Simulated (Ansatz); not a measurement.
# Moving the knobs of a GW run on Be3N2 (R3m)

A base run on Be3N2 (R3m), then changed inputs.

Calculated with Ansatz 0.2.0; G0W0 on LDA, plane waves, PAW; PAW set soft_1.

Most raw output is cut from this account.

### Step 1. The structure

It takes space group R3m (No. 160, trigonal). The conventional cell has a = 2.840 Å, b = 2.840 Å, c = 14.599 Å, α = 90.00°, β = 90.00°, γ = 120.00°. Nearest to Be lie 3 N at 1.65 Å. Nearest to Be lie 4 N at 1.66 to 1.84 Å. Be has 4 N at 1.68 to 1.78 Å nearest. Nearest to N lie 5 Be at 1.65 to 1.68 Å. Nearest to N lie 6 Be at 1.78 to 1.84 Å. Farther neighbours and most contacts between anions are not listed.

Coordinates:

```cif
data_structure
_symmetry_space_group_name_H-M 'P 1'
_symmetry_Int_Tables_number 1
_cell_length_a 5.1350
_cell_length_b 5.1350
_cell_length_c 5.1350
_cell_angle_alpha 32.103
_cell_angle_beta 32.103
_cell_angle_gamma 32.103
_cell_volume 33.98
loop_
_atom_site_label
_atom_site_type_symbol
_atom_site_fract_x
_atom_site_fract_y
_atom_site_fract_z
_atom_site_occupancy
Be1 Be 0.85900 0.85900 0.85900 1
Be2 Be 0.31769 0.31769 0.31769 1
Be3 Be 0.08881 0.08881 0.08881 1
N4 N 0.20416 0.20416 0.20416 1
N5 N 0.70843 0.70843 0.70843 1
```

The cell and positions are those that the Materials Project relaxed with its own functionals (PBE, PBE+U or r2SCAN), kept fixed.

### Step 2. The base run: 6×6×6 mesh, 125 empty bands, screening to 138 eV, PAW set soft_1 files

G0W0 replaces the xc potential by the self-energy, built once from these orbitals. Only a window of levels is corrected, while the sums run over the empty bands that the input names. This step takes PAW set soft_1 files.

Contents of input.yaml:

```yaml
crystal:
  lattice:
    - [1.4198050555, 0.819724831, 4.8662156628]
    - [-1.4198050555, 0.819724831, 4.8662156628]
    - [0.0, -1.639449662, 4.8662156628]
  atoms:
    - { symbol: Be, position: [0.85900108, 0.85900108, 0.85900108] }
    - { symbol: Be, position: [0.31769456, 0.31769456, 0.31769456] }
    - { symbol: Be, position: [0.08880677, 0.08880677, 0.08880677] }
    - { symbol: "N", position: [0.20416268, 0.20416268, 0.20416268] }
    - { symbol: "N", position: [0.70843491, 0.70843491, 0.70843491] }
kpoints:
  mp_grid: { grid: [6, 6, 6] }
hamiltonian:
  xc: lda
  pseudopotentials: { kind: paw, azcp: { folder: soft_1 }, xc_functional: pbe }
scf:
  occupations: { method: fixed }
gw:
  n_empty_bands: 125
  ecut_chi: 138
  qp_bands: [v2, c2]
  qp_kpoints: band_edges
  screening: { model: contour_deformation }
```

Run with:

```console
$ ansatz run input.yaml --threads 2 --pin off --max-ram 73728MiB --backend cuda --events-out ev --progress --plain --runs-dir out --devices 1 --max-vram 13GiB
```

The job ended after 19 s (1 × NVIDIA H100 80GB HBM3 (shared by 6 runs) with 2 threads of AMD EPYC 7R13 (Zen 3), shared host; peak memory 1.1 GiB).

This step gave:

| Property | Result |
| --- | --- |
| bands summed | 133 |
| RPA ε∞ on this mesh (eigenvalues) | 4.437, 4.437, 4.885 |
| plane waves in the screening matrix | 129 |
| q-points in the mesh | 216 |
| G0W0 gap on the mesh | 4.184 eV |
| k of the valence top | 0, 0, 0 |
| k of the conduction bottom | 0, -0.5, -0.5 |
| starting gap on the mesh | 2.702 eV |
| Z at the valence top | 0.7965 |
| Z at the conduction bottom | 0.8372 |
| least direct G0W0 gap on the computed points | 5.270 eV |

The gap on the mesh goes from 2.70 eV to 4.18 eV, a correction of +1.48 eV. Between the two edge states, bare exchange in place of the xc potential would open the gap by 8.56 eV, and correlation takes back 7.07 eV.

### Step 3. Variant: guard bands

input.yaml: that of step 2 with these lines changed.

```diff
@@ -19,4 +19,4 @@
 gw:
-  n_empty_bands: 125
-  ecut_chi: 138
+  n_empty_bands: 55
+  ecut_chi: 80
   qp_bands: [v2, c2]
@@ -24 +24,2 @@
   screening: { model: contour_deformation }
+  n_guard_bands: 0
```

The job ended after 15 s (1 × NVIDIA H100 80GB HBM3 (shared by 6 runs) with 2 threads; peak memory 1 GiB).

The G0W0 gap on the mesh is 3.932 eV.

Against the base:

```csv
setting,base,variant
empty bands,125,55
screening cutoff (eV),138,80
n guard bands,-,0
```

```csv
quantity,variant,base
starting gap on the mesh,2.702,2.702
G0W0 gap on the mesh,3.932,4.184
least direct G0W0 gap on the computed points,5.068,5.270
Z at the valence top,0.801,0.797
Z at the conduction bottom,0.839,0.837
```

### Step 4. Variant: norm-conserving files, smooth pair densities

This step: G0W0 on LDA, plane waves, norm-conserving pseudopotentials.

input.yaml: that of step 3 with these lines changed.

```diff
@@ -15,3 +15,3 @@
   xc: lda
-  pseudopotentials: { kind: paw, azcp: { folder: soft_1 }, xc_functional: pbe }
+  pseudopotentials: { kind: nc }
 scf:
@@ -24,2 +24,2 @@
   screening: { model: contour_deformation }
-  n_guard_bands: 0
+  pair_densities: pseudo
```

The job ended after 22 s (1 × NVIDIA H100 80GB HBM3 (shared by 6 runs) with 2 threads; peak memory 1.1 GiB).

The G0W0 gap on the mesh is 4.108 eV.

Against the base:

```csv
setting,base,variant
files,PAW set soft_1,norm-conserving
empty bands,125,55
screening cutoff (eV),138,80
pair densities,-,pseudo
```

```csv
quantity,variant,base
starting gap on the mesh,2.731,2.702
G0W0 gap on the mesh,4.108,4.184
least direct G0W0 gap on the computed points,5.216,5.270
Z at the valence top,0.802,0.797
Z at the conduction bottom,0.840,0.837
```

### Step 5. What came out

| Quantity | Value |
| --- | --- |
| base | 4.18 eV, 19 s |
| guard bands | 3.93 eV, 15 s |
| norm-conserving files, smooth pair densities | 4.11 eV, 22 s |

Guard bands: the gap moves by −0.25 eV. The variant differs from the base in empty bands, screening cutoff and n guard bands together, so the change can't be laid to one of them. Norm-conserving files, smooth pair densities: the gap moves by −0.08 eV (the plane-wave cutoff goes from 420 to 1197.3 eV). The variant differs from the base in files, empty bands, screening cutoff and pair densities together, so the change can't be laid to one of them. All runs here use a coarse mesh and modest cutoffs; they test settings and are not final values.

[Paths, hosts, dates, memory and timing lines, banners, echoed tables and standing remarks are left out of the program output.]

[Logs are printed without paths, hosts, clocks, repeated set-up lines and the standing remarks that a program may print on its own settings, such as how far it seeks lower states.]

[Runs of the session that timed out or met a known fault of the program may be left out.]

[Cells called generated may have been cut or substituted from an entry of the Crystallography Open Database or the Materials Project.]

[Hosts, paths, dates, database ids (printed as entryN), source tags and the programs' standing remarks are cut or masked in the printed files.]
